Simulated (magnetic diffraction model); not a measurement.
# Moment size from magnetic intensity in Ho₂ErGe₄Rh₄

Space group Immm (no. 71), a = 4.2440 Å, b = 6.7700 Å, c = 13.4850 Å.

```
site  atom    x       y       z
  2a    Er    0       0       0
  4j    Ho  1/2       0  0.6267
  8l    Rh    0  0.3106  0.6760
  4h    Ge  1/2  0.3073       0
  4i    Ge    0       0  0.7778
```

The compound is invented for this exercise: a known structure type with other elements, its cell scaled to their sizes and not relaxed.

Only Er and Ho are taken to order (form factors of Er3+ and Ho3+); orders and moment sizes are assumed, and not adapted to the symmetry. Radiation: neutrons of λ = 4.2 Å, 3° to 100°; isotropic B of 0.57 Å² (Er), 0.39 Å² (Ho), 0.65 Å² (Rh) and 0.73 Å² (Ge). The intensities are simulated: I ∝ L Σ (|F_N|² + |F_M⊥|²) for unpolarised neutrons, with F_M = 2.695 fm/μB × Σ f(s) S exp(2πi Q·r) exp(−B s²) at Q = H ± k (one set where k and −k are equivalent), only the part normal to Q counting and L = 1/(sin²θ cos θ). For a modulated order the moment at position r is S exp(−2πi k·r) + c.c., with S = m/2 for a sine wave of amplitude m and S = m(u + iv)/2 for moments turning in a plane, u and v being orthogonal unit vectors in it; the phase factor of the sum at Q = H + k is then exp(2πi H·r). Form factors are spin-only for 3d ions and dipole or tabulated for f ions, scattering lengths are Sears's of 1992, and absorption is left out. A label names one of the reflections at its angle. The strongest nuclear line in the range is 100, and lines under 0.2 are left out.

In a first state the assumed order is k = (0 0 1/4), a sine wave with moments along [001] (amplitudes given), 8.6 μB on Er and 8.5 μB on Ho; signs + at (0, 0, 0), + at (1/2, 0, 0.6267), + at (0, 1/2, 0.8733), with this pattern:

| 2θ (°) | index | nuclear | magnetic |
| --- | --- | --- | --- |
| 36.29 | (0 0 2) | 55.4 | 0.0 |
| 38.71 | (0 1 3/4) | 0.0 | 50.9 |
| 40.62 | (0 1 1) | 16.9 | 0.0 |
| 42.96 | (0 1 5/4) | 0.0 | 34.2 |
| 61.12 | (1 0 3/4) | 0.0 | 927.5 |
| 62.50 | (1 0 1) | 34.7 | 0.0 |
| 63.85 | (0 1 11/4) | 0.0 | 328.4 |
| 64.25 | (1 0 5/4) | 0.0 | 778.9 |
| 68.22 | (0 1 3) | 11.0 | 0.0 |
| 71.47 | (1 1 0) | 29.4 | 0.0 |
| 71.65 | (1 1 1/4) | 0.0 | 250.1 |
| 72.83 | (0 1 13/4) | 0.0 | 210.5 |
| 76.69 | (0 2 0) | 62.8 | 0.0 |
| 76.87 | (0 2 1/4) | 0.0 | 1051.2 |
| 77.06 | (0 0 4) | 100.0 | 0.0 |
| 80.25 | (1 1 7/4) | 0.0 | 200.4 |
(The table stops after 16 lines; 8 more lie at higher angle.)

**Question.** Nearer the ordering temperature the line at 76.87° has total intensity 262.8 on the same scale, and all moments have shrunk alike. How large is the Er moment?

The nuclear part, 0.0, stays, so the magnetic part is 262.8 against 1051.2. It goes as m², so m = 8.6 × √(262.8/1051.2) = 4.30 μB; the value used was 4.3 μB.

[Logs are printed without paths, hosts, clocks, repeated set-up lines and the standing remarks that a program may print on its own settings, such as how far it seeks lower states.]
